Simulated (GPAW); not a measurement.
## Zn2CdS3 (ordered alloy, started on the zincblende lattice) (P3m1): one start, several treatments of the self-energy

How much does the gap of Zn2CdS3 (ordered alloy, started on the zincblende lattice) (P3m1) depend on the approximation to the self-energy?

Method: LDA and many-body steps on it, plane waves, in GPAW 26.7.0.

Most raw output is cut from this account.

The structure was built from a prototype and need not be the compound's stable phase.

## 1. Set-up

It takes space group P3m1 (No. 156, trigonal). The conventional cell has a = 3.832 Å, b = 3.832 Å, c = 9.505 Å, α = 90.00°, β = 90.00°, γ = 120.00°. Nearest to Zn lie 4 S at 2.28 to 2.32 Å. Nearest to S lie 4 Zn at 2.29 to 2.32 Å. Nearest to Zn lie 4 S at 2.29 to 2.33 Å. S has 3 Zn at 2.33 Å and 1 Cd at 2.47 Å nearest. Cd has 4 S at 2.44 to 2.47 Å nearest. Nearest to S lie 1 Zn at 2.28 Å and 3 Cd at 2.44 Å. Farther neighbours and most contacts between anions are not listed.

Structure file:

```cif
data_structure
_symmetry_space_group_name_H-M 'P3m1'
_symmetry_Int_Tables_number 156
_cell_length_a 3.8319
_cell_length_b 3.8319
_cell_length_c 9.5054
_cell_angle_alpha 90.000
_cell_angle_beta 90.000
_cell_angle_gamma 120.000
_cell_volume 120.87
loop_
_atom_site_label
_atom_site_type_symbol
_atom_site_symmetry_multiplicity
_atom_site_Wyckoff_symbol
_atom_site_fract_x
_atom_site_fract_y
_atom_site_fract_z
_atom_site_occupancy
Zn1 Zn 1 a 0.00000 0.00000 0.99069 1
S1 S 1 c 0.66667 0.33333 0.91578 1
Zn2 Zn 1 c 0.66667 0.33333 0.67481 1
S2 S 1 b 0.33333 0.66667 0.59911 1
Cd1 Cd 1 b 0.33333 0.66667 0.33920 1
S3 S 1 a 0.00000 0.00000 0.23041 1
```

The structure was relaxed with LDA. The structure type comes from a generator and need not be one that this composition takes. The runs that relaxed it are not among those shown.

## 2. Empty states on the mesh, 3×3×2 mesh, 416 bands

This step: GPAW 26.7.0; DFT, LDA, plane waves, PAW.

The sums over transitions need many empty states on a uniform mesh; this step solves for them.

run.py reads:

```python
import json
import numpy as np
from gpaw.mpi import world
from gpaw import GPAW

calc = GPAW('gs.gpw').fixed_density(kpts={'size': (3, 3, 2), 'gamma': True},
    parallel={'domain': 1, 'band': 1},
    txt='nscf.txt')
calc.diagonalize_full_hamiltonian(nbands=416)
calc.write('full.gpw', mode='all')
res = {}
kpts = calc.get_ibz_k_points()
res['kpts'] = kpts
res['eigenvalues'] = [calc.get_eigenvalues(kpt=k) for k in range(len(kpts))]
res['n_electrons'] = calc.get_number_of_electrons()

if world.rank == 0:
    with open('result.json', 'w') as f:
        json.dump(res, f, default=lambda x: x.tolist())
```

On the command line:

```
$ mpirun -n 4 gpaw python run.py
```

Run time: 2.8 min. Hardware: 4 MPI ranks of Arm Neoverse V1, shared host; peak memory 5.4 GiB; 11 min of CPU time.

Numbers from this step:

* gap: 1.406 eV
* k of the valence top: 0, 0, 0
* k of the conduction bottom: 0, 0, 0
* least direct gap: 1.406 eV
* k points computed: 6
* lowest point of the top converged band, above the valence top: 115.0470 eV

On this mesh the gap is 1.406 eV.

## 3. G0W0, Godby-Needs plasmon pole

Now the one-shot GW correction: screening in the RPA, then the self-energy of the levels asked for.

This step: G0W0 on LDA, plane waves, PAW.

run.py reads:

```python
import json
import numpy as np
from gpaw.mpi import world
from gpaw.response.g0w0 import G0W0

gw = G0W0('full.gpw',
    filename='gw',
    kpts=[0],
    bands=(25, 29),
    ecut=78,
    nbands=189,
    integrate_gamma='WS',
    ppa=True)
gw.calculate()
res = {mode: {k: v for k, v in r.items() if k != 'sigma_eskwn'}
       for mode, r in gw.all_results.items()}

if world.rank == 0:
    with open('result.json', 'w') as f:
        json.dump(res, f, default=lambda x: x.tolist())
```

On the command line:

```
$ mpirun -n 4 gpaw python run.py
```

The job ended after 56 s (4 MPI ranks; peak memory 2 GiB; 3.7 min of CPU time).

This step gave:

```yaml
g0w0_gap_on_the_points_computed: 2.649 eV
least_direct_g0w0_gap_on_the_computed_points: 2.649 eV
z_at_the_valence_top: 0.7861
z_at_the_conduction_bottom: 0.8114
starting_gap_on_the_mesh: 1.406 eV
k_of_the_valence_top: 0, 0, 0
k_of_the_conduction_bottom: 0, 0, 0
```

The gap on the mesh goes from 1.41 eV to 2.65 eV, a correction of +1.24 eV.

## 4. One-shot HSE06

This step: one-shot HSE06 levels on LDA orbitals, plane waves, PAW.

run.py reads:

```python
import json
import numpy as np
from gpaw.mpi import world
from gpaw.hybrids.eigenvalues import non_self_consistent_eigenvalues

dft, vxc, vxc_hyb = non_self_consistent_eigenvalues('full.gpw', 'HSE06', 25, 29, kpt_indices=[0])
res = {'dft': dft[0], 'hybrid': (dft - vxc + vxc_hyb)[0]}
if world.rank == 0:
    with open('hybrid.txt', 'w') as f:
        for k, e0, e1 in zip([0], res['dft'], res['hybrid']):
            print(k, ' '.join(f'{x:9.4f}' for x in e0), '|', ' '.join(f'{x:9.4f}' for x in e1), file=f)

if world.rank == 0:
    with open('result.json', 'w') as f:
        json.dump(res, f, default=lambda x: x.tolist())
```

On the command line:

```
$ mpirun -n 4 gpaw python run.py
```

Elapsed: 3.9 s, on 4 MPI ranks; peak memory 0.46 GiB; 15 s of CPU time.

This step gave:

| Property | Result |
| --- | --- |
| starting gap on the mesh | 1.406 eV |
| hybrid gap on the mesh | 2.809 eV |
| least direct hybrid gap on the computed points | 2.809 eV |

## 5. G0W0, extrapolated in the cutoff

This step: G0W0 on LDA, plane waves, PAW.

run.py reads:

```python
import json
import numpy as np
from gpaw.mpi import world
from gpaw.response.g0w0 import G0W0

gw = G0W0('full.gpw',
    filename='gw',
    kpts=[0],
    bands=(25, 29),
    ecut=130.0,
    integrate_gamma='WS',
    ppa=True,
    ecut_extrapolation=True)
gw.calculate()
res = {mode: {k: v for k, v in r.items() if k != 'sigma_eskwn'}
       for mode, r in gw.all_results.items()}

if world.rank == 0:
    with open('result.json', 'w') as f:
        json.dump(res, f, default=lambda x: x.tolist())
```

On the command line:

```
$ mpirun -n 4 gpaw python run.py
```

Wall time 3.9 min (4 MPI ranks); peak memory 3.1 GiB.

Numbers from this step:

* quasiparticle gap on the points computed: 2.652 eV
* least direct quasiparticle gap on the computed points: 2.652 eV
* Z at the valence top: 0.7788
* Z at the conduction bottom: 0.8075
* starting gap on the mesh: 1.406 eV
* k of the valence top: 0, 0, 0
* k of the conduction bottom: 0, 0, 0
* gaps at the cutoffs of the extrapolation: 2.652, 2.653, 2.652 eV

Against G0W0 in GPAW (3×3×2 mesh, 189 bands, screening to 78 eV, Godby-Needs plasmon pole), the gap moves by +0.003 eV.

## 6. One-shot Hartree-Fock

This step: one-shot Hartree-Fock levels on LDA orbitals, plane waves, PAW.

run.py reads:

```python
import json
import numpy as np
from gpaw.mpi import world
from gpaw.hybrids.eigenvalues import non_self_consistent_eigenvalues

dft, vxc, vxc_hyb = non_self_consistent_eigenvalues('full.gpw', 'EXX', 25, 29, kpt_indices=[0])
res = {'dft': dft[0], 'hybrid': (dft - vxc + vxc_hyb)[0]}
if world.rank == 0:
    with open('hybrid.txt', 'w') as f:
        for k, e0, e1 in zip([0], res['dft'], res['hybrid']):
            print(k, ' '.join(f'{x:9.4f}' for x in e0), '|', ' '.join(f'{x:9.4f}' for x in e1), file=f)

if world.rank == 0:
    with open('result.json', 'w') as f:
        json.dump(res, f, default=lambda x: x.tolist())
```

On the command line:

```
$ mpirun -n 4 gpaw python run.py
```

Run time: 3.8 s. Hardware: 4 MPI ranks; peak memory 0.45 GiB; 15 s of CPU time.

This step gave:

```yaml
starting_gap_on_the_mesh: 1.406 eV
hybrid_gap_on_the_mesh: 9.154 eV
least_direct_hybrid_gap_on_the_computed_points: 9.154 eV
```

## 7. G0W0, full frequency, Hilbert transform

This step: G0W0 on LDA, plane waves, PAW.

run.py reads:

```python
import json
import numpy as np
from gpaw.mpi import world
from gpaw.response.g0w0 import G0W0

gw = G0W0('full.gpw',
    filename='gw',
    kpts=[0],
    bands=(25, 29),
    ecut=78,
    nbands=189,
    integrate_gamma='WS',
    frequencies={'type': 'nonlinear', 'domega0': 0.1, 'omega2': 15.0},
    eta=0.1,
    nblocksmax=True)
gw.calculate()
res = {mode: {k: v for k, v in r.items() if k != 'sigma_eskwn'}
       for mode, r in gw.all_results.items()}

if world.rank == 0:
    with open('result.json', 'w') as f:
        json.dump(res, f, default=lambda x: x.tolist())
```

On the command line:

```
$ mpirun -n 4 gpaw python run.py
```

Elapsed: 1.8 min, on 4 MPI ranks; peak memory 2.1 GiB.

This step gave:

```yaml
g0w0_gap_on_the_points_computed: 2.641 eV
least_direct_g0w0_gap_on_the_computed_points: 2.641 eV
starting_gap_on_the_mesh: 1.406 eV
k_of_the_valence_top: 0, 0, 0
k_of_the_conduction_bottom: 0, 0, 0
```

Against G0W0 in GPAW (3×3×2 mesh, 189 bands, screening to 78 eV, Godby-Needs plasmon pole), the gap moves by −0.007 eV.

## 8. The runs together

Times are wall times on 4 MPI ranks of Arm Neoverse V1, shared host, good to a factor of about two.

```tsv
run	mesh	bands	screening cutoff (eV)	DFT gap (eV)	gap on the mesh (eV)	direct (eV)	time
G0W0, Godby-Needs plasmon pole	3×3×2	189	78	1.406	2.649	2.649	56 s
one-shot HSE06	3×3×2	-	-	1.406	2.809	2.809	3.9 s
G0W0, extrapolated in the cutoff	3×3×2	-	130	1.406	2.652	2.652	3.9 min
one-shot Hartree-Fock	3×3×2	-	-	1.406	9.154	9.154	3.8 s
G0W0, full frequency, Hilbert transform	3×3×2	189	78	1.406	2.641	2.641	1.8 min
```

## 9. Outcome

* G0W0, Godby-Needs plasmon pole: 2.649 eV
* one-shot HSE06: 2.809 eV
* G0W0, extrapolated in the cutoff: 2.652 eV
* one-shot Hartree-Fock: 9.154 eV
* G0W0, full frequency, Hilbert transform: 2.641 eV
* known limits: not at the basis limit; no spin-orbit coupling; coarse k mesh

**Reading.** One-shot HSE06: +0.161 eV against G0W0, Godby-Needs plasmon pole. G0W0, extrapolated in the cutoff: +0.003 eV against G0W0, Godby-Needs plasmon pole, at other bands or cutoff, so not like for like. One-shot Hartree-Fock: +6.505 eV against G0W0, Godby-Needs plasmon pole. G0W0, full frequency, Hilbert transform: −0.007 eV against G0W0, Godby-Needs plasmon pole. Bare exchange alone opens the gap to 9.15 eV; against G0W0, correlation takes back 6.51 eV. One-shot hybrid levels are evaluated on the LDA orbitals. Bands and cutoff are finite, so the gap is not at the basis limit. The miss can reach some tenths of an eV and take either sign; the mesh is an error of its own. These stock PAW sets were not made for GW. In the G0W0 runs levels were corrected at 1 k point alone, so a gap called «on the mesh» is the least over those, and an edge elsewhere would be missed. The 3×3×2 mesh is coarse for this cell, which bears on the long-range parts of exchange and screening. The many-body steps are scalar-relativistic: spin-orbit coupling is not in them.

[Paths, hosts, dates, memory and timing lines, banners, echoed tables and standing remarks are left out of the program output.]

[Logs are printed without paths, hosts, clocks, repeated set-up lines and the standing remarks that a program may print on its own settings, such as how far it seeks lower states.]

[Runs of the session that timed out or met a known fault of the program may be left out.]

[Hosts, paths, dates, database ids (printed as entryN), source tags and the programs' standing remarks are cut or masked in the printed files.]
